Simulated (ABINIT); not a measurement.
## Quasiparticle gap of AlN (F-43m) in ABINIT

Wanted: ground state, empty states, screening and self-energy for AlN (F-43m).

Method: PBE and many-body steps on it, plane waves, in ABINIT 10.8.3.

## 1. Set-up

It takes space group F-43m (No. 216, cubic). The conventional cell has a = 4.368 Å, b = 4.368 Å, c = 4.368 Å, α = 90.00°, β = 90.00°, γ = 90.00°. Nearest to Al lie 4 N at 1.89 Å. N has 4 Al at 1.89 Å nearest. Farther neighbours and most contacts between anions are not listed.

Coordinates:

```cif
data_structure
_symmetry_space_group_name_H-M 'F-43m'
_symmetry_Int_Tables_number 216
_cell_length_a 4.3680
_cell_length_b 4.3680
_cell_length_c 4.3680
_cell_angle_alpha 90.000
_cell_angle_beta 90.000
_cell_angle_gamma 90.000
_cell_volume 83.34
loop_
_atom_site_label
_atom_site_type_symbol
_atom_site_symmetry_multiplicity
_atom_site_Wyckoff_symbol
_atom_site_fract_x
_atom_site_fract_y
_atom_site_fract_z
_atom_site_occupancy
Al1 Al 4 a 0.00000 0.00000 0.00000 1
N1 N 4 c 0.25000 0.25000 0.25000 1
```

The cell and positions are those that the Materials Project relaxed with its own functionals (PBE, PBE+U or r2SCAN), kept fixed. This is not the form that AlN usually takes at ambient conditions.

## 2. Ground state

This step: ABINIT 10.8.3; DFT, PBE, plane waves, norm-conserving pseudopotentials.

The ground-state density comes first.

The input, run.abi:

```
acell 3*1.0 Angstrom
rprim 
  -0.000000000000 2.183993559600 2.183993559600
  2.183993559600 -0.000000000000 2.183993559600
  2.183993559600 2.183993559600 -0.000000000000
ntypat 2
znucl 13 7
natom 2
typat 1 2
xred 
  0.000000000000 0.000000000000 0.000000000000
  0.750000000000 0.750000000000 0.750000000000
pp_dirpath "pseudos"
pseudos "Al.upf, N.upf"
ecut 36
ngkpt 8 8 8
nshiftk 1
shiftk 0 0 0
kptopt 1
chksymbreak 0
nband 9
occopt 1
tolvrs 1e-10
nstep 60
prtwf 0
optforces 0
optstress 0
indata_prefix "in"
outdata_prefix "out"
tmpdata_prefix "tmp"
```

Launch:

```sh
$ OMP_NUM_THREADS=1 mpirun -n 8 abinit run.abi > log
```

Numbers of over 12 decimals in the logs are rounded to 6 here.

Output:

```text
.Version 10.8.3 of ABINIT. v10.8.2 released Aug 2026.

 Symmetries : space group F-4 3 m (#216); Bravais cF (face-center cubic)
================================================================================
 Values of the parameters that define the memory need of the present run
     intxc =       0    ionmov =       0      iscf =       7    lmnmax =       6
     lnmax =       6     mgfft =      32  mpssoang =       3    mqgrid =    3001
     natom =       2  nloc_mem =       1    nspden =       1   nspinor =       1
    nsppol =       1      nsym =      24    n1xccc =    2501    ntypat =       2
    occopt =       1   xclevel =       2
-    mband =           9        mffmem =           1         mkmem =           4
       mpw =        1475          nfft =       32768          nkpt =          29
================================================================================
  Rough estimation (10% accuracy) of disk space for files :
================================================================================

--------------------------------------------------------------------------------
------------- Echo of variables that govern the present computation ------------
--------------------------------------------------------------------------------
 -outvars: echo values of preprocessed input variables --------
            acell      1.8897261259E+00  1.8897261259E+00  1.8897261259E+00 Bohr

      chksymbreak           0
             ecut      3.60000000E+01 Hartree
-          fftalg         312

              ixc     -101130
              kpt      0.00000000E+00  0.00000000E+00  0.00000000E+00
                       1.25000000E-01  0.00000000E+00  0.00000000E+00
                       2.50000000E-01  0.00000000E+00  0.00000000E+00
                       3.75000000E-01  0.00000000E+00  0.00000000E+00
                       5.00000000E-01  0.00000000E+00  0.00000000E+00
                       1.25000000E-01  1.25000000E-01  0.00000000E+00
                       2.50000000E-01  1.25000000E-01  0.00000000E+00
                       3.75000000E-01  1.25000000E-01  0.00000000E+00
                       5.00000000E-01  1.25000000E-01  0.00000000E+00
   [... 18 further rows ...]
                      -3.75000000E-01  5.00000000E-01  1.25000000E-01
                      -2.50000000E-01  5.00000000E-01  2.50000000E-01
         kptrlatt        8    0    0      0    8    0      0    0    8
          kptrlen      4.66933685E+01
P           mkmem           4
            natom           2
            nband           9
            ngfft          32      32      32
             nkpt          29
            nstep          60
             nsym          24
           ntypat           2
              occ      2.000000  2.000000  2.000000  2.000000  0.000000  0.000000
[...]
optforces           0
        optstress           0
            prtwf           0
            rprim     -0.0000000000E+00  2.1839935596E+00  2.1839935596E+00
[...]
spgroup         216

           tolvrs      1.00000000E-10

             xred      0.0000000000E+00  0.0000000000E+00  0.0000000000E+00
[...]
znucl       13.00000    7.00000

================================================================================

 chkinp: Checking input parameters for consistency.

================================================================================
== DATASET  1 ==================================================================
-   mpi_nproc: 8, omp_nthreads: 1 (-1 if OMP is not activated)

--- !DatasetInfo
iteration_state: {dtset: 1, }
dimensions: {natom: 2, nkpt: 29, mband: 9, nsppol: 1, nspinor: 1, nspden: 1, mpw: 1475, }
cutoff_energies: {ecut:  36.0, pawecutdg:  -1.0, }
electrons: {nelect:   8.00000000E+00, charge:   0.00000000E+00, occopt:   1.00000000E+00, tsmear:   1.00000000E-02, }

 Real(R)+Recip(G) space primitive vectors, cartesian coordinates (Bohr,Bohr^-1):
 R(1)=  0.0000000  4.1271497  4.1271497  G(1)= -0.1211490  0.1211490  0.1211490
 R(2)=  4.1271497  0.0000000  4.1271497  G(2)=  0.1211490 -0.1211490  0.1211490
 R(3)=  4.1271497  4.1271497  0.0000000  G(3)=  0.1211490  0.1211490 -0.1211490
 Unit cell volume ucvol=  1.4059849E+02 bohr^3
 Angles (23,13,12)=  6.00000000E+01  6.00000000E+01  6.00000000E+01 degrees

 getcut: wavevector=  0.0000  0.0000  0.0000  ngfft=  32  32  32
         ecut(hartree)=     36.000   => boxcut(ratio)=   2.02987

--- Pseudopotential description ------------------------------------------------
- Al Generated using ONCVPSP code by D. R. Hamann
- 13.00000   3.00000  171031                  znucl, zion, pspdat
12 -101130 2 -1 1876                          pspcod,pspxc,lmax,lloc,mmax
     nproj     2     2     2
  pspatm : epsatm=    4.08140545
         --- l  ekb(1:nproj) -->
[...]
pspatm: atomic psp has been read  and splines computed

- N Generated using ONCVPSP code by D. R. Hamann
-  7.00000   5.00000  171031                  znucl, zion, pspdat
12 -101130 1 -1 1058                          pspcod,pspxc,lmax,lloc,mmax
     nproj     2     2     0
  pspatm : epsatm=    5.20977870
         --- l  ekb(1:nproj) -->
[...]
1   -4.293905   -1.006988
 pspatm: atomic psp has been read  and splines computed

   7.43294732E+01                                ecore*ucvol(ha*bohr**3)
--------------------------------------------------------------------------------

_setup2: Arith. and geom. avg. npw (full set) are    1449.447    1449.423

================================================================================

--- !BeginCycle
iteration_state: {dtset: 1, }
solver: {iscf: 7, nstep: 60, nline: 4, wfoptalg: 0, }
tolerances: {tolvrs: 1.00E-10, }

     iter   Etot(hartree)      deltaE(h)  residm     vres2
 ETOT  1  -12.634092342631    -1.263E+01 1.154E-01 5.062E+02
 ETOT  2  -12.674579766554    -4.049E-02 1.118E-02 3.909E+02
 ETOT  3  -12.792254021089    -1.177E-01 3.968E-03 7.560E-01
 ETOT  4  -12.792395939617    -1.419E-04 2.268E-03 1.058E-02
 ETOT  5  -12.792396619737    -6.801E-07 1.683E-04 5.916E-04
 ETOT  6  -12.792396656975    -3.724E-08 2.226E-04 2.127E-06
 ETOT  7  -12.792396657092    -1.169E-10 1.632E-05 4.114E-07
 ETOT  8  -12.792396657207    -1.152E-10 2.316E-05 3.147E-09
 ETOT  9  -12.792396657208    -7.425E-13 1.662E-06 3.158E-10
 ETOT 10  -12.792396657208     1.776E-14 2.539E-06 1.021E-11

 At SCF step   10       vres2   =  1.02E-11 < tolvrs=  1.00E-10 =>converged.

--- !ResultsGS
iteration_state: {dtset: 1, }
comment   : Summary of ground state results
lattice_vectors:
- [ -0.0000000,   4.1271497,   4.1271497, ]
- [  4.1271497,  -0.0000000,   4.1271497, ]
- [  4.1271497,   4.1271497,  -0.0000000, ]
lattice_lengths: [   5.83667,    5.83667,    5.83667, ]
lattice_angles: [ 60.000,  60.000,  60.000, ] # degrees, (23, 13, 12)
lattice_volume:   1.4059849E+02
convergence: {deltae:  1.776E-14, res2:  1.021E-11, residm:  2.539E-06, diffor:  0.000E+00, }
etotal    :  -1.27923967E+01
entropy   :   0.00000000E+00
fermie    :   1.89575042E-01
cartesian_stress_tensor: null
pressure_GPa: null
xred      :
- [  0.0000E+00,   0.0000E+00,   0.0000E+00, Al]
- [  7.5000E-01,   7.5000E-01,   7.5000E-01,  N]
cartesian_forces: null
force_length_stats: {min: null, max: null, mean: null, }

 Integrated electronic density in atomic spheres:
 ------------------------------------------------
 Atom  Sphere_radius  Integrated_density
    1        2.00000          1.10832935
    2        2.00000          5.38580503
================================================================================

 ----iterations are completed or convergence reached----

 Mean square residual over all n,k,spin=   11.386E-09; max=  25.386E-07
 reduced coordinates (array xred) for    2 atoms
       0.000000000000      0.000000000000      0.000000000000
       0.750000000000      0.750000000000      0.750000000000
 rms dE/dt=  0.0000E+00; max dE/dt=  0.0000E+00; dE/dt below (all hartree)
    1       0.000000000000      0.000000000000      0.000000000000
    2       0.000000000000      0.000000000000      0.000000000000

 cartesian coordinates (angstrom) at end:
    1      0.000000     0.000000     0.000000
    2      3.275990     3.275990     3.275990
 length scales=  1.889726125908  1.889726125908  1.889726125908 bohr
              =  1.000000000000  1.000000000000  1.000000000000 angstroms
 prteigrs : about to open file out_EIG
 Fermi (or HOMO) energy (hartree) =   0.18958   Average Vxc (hartree)=  -0.39437
 Eigenvalues (hartree) for nkpt=  29  k points:
 kpt#   1, nband=  9, wtk=  0.00195, kpt=  0.0000  0.0000  0.0000 (reduced coord)
  -0.36046    0.18958    0.18958    0.18958    0.34363    0.65223    0.65223    0.65223
   0.84170
 prteigrs : prtvol=0 or 1, do not print more k-points.

--- !EnergyTerms
iteration_state     : {dtset: 1, }
comment             : Components of total free energy in Hartree
kinetic             :  8.18806009915906E+00
hartree             :  2.82096206911135E+00
xc                  : -4.24885300507606E+00
Ewald energy        : -1.08999795989279E+01
psp_core            :  5.28664802613182E-01
local_psp           : -8.51484725719231E+00
non_local_psp       : -6.66403766895545E-01
total_energy        : -1.27923966572082E+01
total_energy_eV     : -3.48098846451088E+02
band_energy         :  3.20550667474389E-02

== END DATASET(S) ==============================================================
================================================================================

 -outvars: echo values of variables after computation  --------
           etotal     -1.2792396657E+01
            nband           9
             nkpt          29
          spgroup         216
 [... the other variables as echoed above ...]

 Calculation completed.
```

Run time: 2.5 s. Hardware: 8 MPI ranks of Intel Xeon 6975P-C (Granite Rapids), shared host; peak memory 0.07 GiB; 18 s of CPU time.

This step gave:

* total energy: -348.0988 eV
* gap: 3.325 eV
* k of the valence top: 0, 0, 0
* k of the conduction bottom: 0.5, 0.5, 0
* least direct gap: 4.192 eV

The gap is indirect, with the least direct gap 0.87 eV higher.

(Continued in part 2 of 3.)

[Paths, hosts, dates, memory and timing lines, banners, echoed tables and standing remarks are left out of the program output.]

[Logs are printed without paths, hosts, clocks, repeated set-up lines and the standing remarks that a program may print on its own settings, such as how far it seeks lower states.]

[Runs of the session that timed out or met a known fault of the program may be left out.]

[Hosts, paths, dates, database ids (printed as entryN), source tags and the programs' standing remarks are cut or masked in the printed files.]

[G0W0 gaps are taken among the corrected bands and points alone; a level outside them can change the order at an edge.]

[Where Ansatz stands beside ABINIT at settings called matched, ABINIT's density can come from a denser mesh and the files from another edition; pairs whose starting gaps differed by over 0.03 eV were left out, so agreement reads better than it is.]
